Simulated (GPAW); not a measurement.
Consider GeF2 (P2_12_12_1).

```cif
data_structure
_symmetry_space_group_name_H-M 'P 1'
_symmetry_Int_Tables_number 1
_cell_length_a 4.6820
_cell_length_b 5.1580
_cell_length_c 8.3120
_cell_angle_alpha 90.000
_cell_angle_beta 90.000
_cell_angle_gamma 90.000
_cell_volume 200.73
loop_
_atom_site_label
_atom_site_type_symbol
_atom_site_fract_x
_atom_site_fract_y
_atom_site_fract_z
_atom_site_occupancy
Ge1 Ge 0.76600 0.50830 0.36890 1
Ge2 Ge 0.73400 0.49170 0.86890 1
Ge3 Ge 0.26600 0.99170 0.63110 1
Ge4 Ge 0.23400 0.00830 0.13110 1
F5 F 0.93300 0.74600 0.22100 1
F6 F 0.56700 0.25400 0.72100 1
F7 F 0.43300 0.75400 0.77900 1
F8 F 0.06700 0.24600 0.27900 1
F9 F 0.02900 0.58300 0.51800 1
F10 F 0.47100 0.41700 0.01800 1
F11 F 0.52900 0.91700 0.48200 1
F12 F 0.97100 0.08300 0.98200 1
```

Absorber: atom 1, with 1 F at 1.79 Å, 1 F at 1.90 Å and 1 F at 2.09 Å (distorted pyramidal, site symmetry 1). Method: GPAW, LDA, full core hole (charged cell), 12-atom cell with 4.7 Å between holes, 4×4×2 k points, dipole transitions, Gaussian full width 1.96 eV up to 4 eV, rising linearly to 3.5 eV at 25 eV.

What does the Ge K edge look like?

Main maxima up to 30 eV above the zero (height): 0.6 eV (4.81) and 9.6 eV (0.98). A K edge sees empty p states on the absorber. 

The Ge K spectrum (energy from the lowest empty level; intensity scaled to a mean of 1 over the first 20 eV; polarised curves are means over the symmetry-equivalent atoms):

```tsv
E (eV)	isotropic	ε ∥ x	ε ∥ y	ε ∥ z
-2.0	0.11	0.05	0.22	0.06
-1.5	0.46	0.20	0.88	0.30
-1.0	1.30	0.55	2.32	1.03
-0.5	2.73	1.17	4.41	2.61
0.0	4.18	1.94	5.95	4.66
0.5	4.80	2.77	5.72	5.91
1.0	4.38	3.57	4.12	5.44
1.5	3.33	3.98	2.38	3.63
2.0	2.25	3.62	1.26	1.87
2.5	1.44	2.63	0.77	0.92
3.0	0.98	1.72	0.62	0.60
3.5	0.82	1.27	0.62	0.55
4.0	0.74	1.08	0.63	0.51
4.5	0.63	0.90	0.56	0.43
5.0	0.50	0.69	0.47	0.34
5.5	0.38	0.51	0.37	0.26
6.0	0.30	0.41	0.28	0.19
6.5	0.27	0.44	0.22	0.16
7.0	0.32	0.59	0.21	0.16
7.5	0.46	0.86	0.27	0.24
8.0	0.64	1.12	0.41	0.40
8.5	0.81	1.26	0.57	0.62
9.0	0.93	1.22	0.71	0.86
9.5	0.98	1.06	0.79	1.09
10.0	0.97	0.85	0.81	1.26
10.5	0.93	0.66	0.80	1.33
11.0	0.87	0.53	0.78	1.31
11.5	0.81	0.45	0.76	1.21
12.0	0.75	0.43	0.74	1.09
12.5	0.72	0.46	0.71	0.98
13.0	0.69	0.50	0.67	0.89
13.5	0.66	0.54	0.61	0.83
14.0	0.63	0.56	0.56	0.77
14.5	0.60	0.56	0.51	0.72
15.0	0.57	0.56	0.48	0.66
15.5	0.54	0.54	0.48	0.62
16.0	0.53	0.52	0.48	0.58
16.5	0.52	0.51	0.50	0.56
17.0	0.53	0.51	0.52	0.55
17.5	0.53	0.51	0.54	0.55
18.0	0.55	0.52	0.56	0.56
18.5	0.56	0.53	0.58	0.57
19.0	0.57	0.55	0.59	0.58
19.5	0.59	0.57	0.60	0.59
20.0	0.60	0.59	0.60	0.60
20.5	0.60	0.61	0.60	0.60
21.0	0.61	0.62	0.60	0.60
21.5	0.60	0.62	0.60	0.58
22.0	0.59	0.61	0.60	0.56
22.5	0.58	0.59	0.59	0.54
23.0	0.57	0.58	0.59	0.53
23.5	0.56	0.58	0.59	0.52
24.0	0.56	0.57	0.59	0.52
24.5	0.56	0.58	0.59	0.52
25.0	0.57	0.58	0.59	0.53
25.5	0.58	0.59	0.59	0.54
26.0	0.59	0.61	0.59	0.56
26.5	0.60	0.63	0.59	0.59
27.0	0.62	0.66	0.59	0.61
27.5	0.63	0.68	0.60	0.62
28.0	0.65	0.71	0.61	0.63
28.5	0.66	0.72	0.64	0.62
29.0	0.66	0.73	0.67	0.60
29.5	0.67	0.72	0.70	0.57
30.0	0.66	0.71	0.74	0.54
30.5	0.66	0.69	0.77	0.52
31.0	0.65	0.68	0.78	0.50
31.5	0.65	0.67	0.78	0.49
32.0	0.64	0.66	0.77	0.48
```

The script folds with a Gaussian, whereas the core hole's own line is a Lorentzian, so the onset is too steep and the first peak too high. The holes are only 4.7 Å apart, so the shape is probably not converged with cell size; no larger cell was run here. The mesh is coarse (0.38 Å⁻¹ between points), so small maxima may be mesh ripples. Lifetime broadening is put in by hand, and intensities beyond about 20 eV depend on it and on the partial waves; weight that the partial waves miss at high energy is lost. The structure is a published determination, not relaxed.

[Banner, clock and machine lines of the logs are left out without a mark of their own.]

[Logs are printed without paths, hosts, clocks, repeated set-up lines and the standing remarks that a program may print on its own settings, such as how far it seeks lower states.]

[Hosts, paths, dates, database ids (printed as entryN), source tags and the programs' standing remarks are cut or masked in the printed files.]

[Lists of maxima count a maximum above −3 eV only where it reaches 4 % of the highest in the window and stands out from its surroundings by 2 % of it (1.5 % where it reaches 55 %); shoulders and weaker maxima are passed over, and of the rest the first, up to two pre-edge ones and the few strongest are named.]
